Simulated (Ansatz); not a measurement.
Consider OsCl2 (1T sheet).

The cell holds 3 atoms: 1 Os and 2 Cl. Cell: a = 3.581 Å, b = 3.581 Å, c = 30.112 Å, α = 90.0°, β = 90.0°, γ = 120.0°. Vacuum lies along c.

```xyz
3
Lattice="0.0000 2.5320 2.5320 2.5320 -2.5320 0.0000 17.3850 17.3850 -17.3850" Properties=species:S:1:pos:R:3
Os    5.5298    5.5298   -5.5298
Cl    7.8718    5.3398   -5.3398
Cl    5.7198    5.7198   -3.1878
```

The structure was relaxed with LDA. The structure was generated from a model, not taken from a measurement. The runs that relaxed it are not among those shown. The program's search for lower electronic states was switched off, so nothing shows that the state found is the lowest. Spin-orbit coupling is left out unless a run names it. PAW set soft_2, made with PBE.

A constrained-RPA run (Ansatz 0.2.0; non-magnetic LDA; Os t2g, bands v3 to v1, 6×6×1 mesh, medium accuracy) builds 3 functions on bands 1.8 eV wide, with 6.0 electrons in the window. The bare on-site interaction is 11.1 eV and the bare J 0.41 eV.

Q: Estimate U, U′ and J.

On the Os t2g shell, U = 2.85 eV (26 % of the bare value), U′ = 2.25 eV, J = 0.27 eV.

The parent state is non-magnetic and the interaction static (zero frequency); U depends on the window and the orbitals, so it belongs to this model alone. Spin-orbit coupling, which is strong for atoms this heavy, is left out.

[Paths, hosts, dates, memory and timing lines, banners, echoed tables and standing remarks are left out of the program output.]

[Logs are printed without paths, hosts, clocks, repeated set-up lines and the standing remarks that a program may print on its own settings, such as how far it seeks lower states.]

[Runs of the session that timed out or met a known fault of the program may be left out.]

[Hosts, paths, dates, database ids (printed as entryN), source tags and the programs' standing remarks are cut or masked in the printed files.]
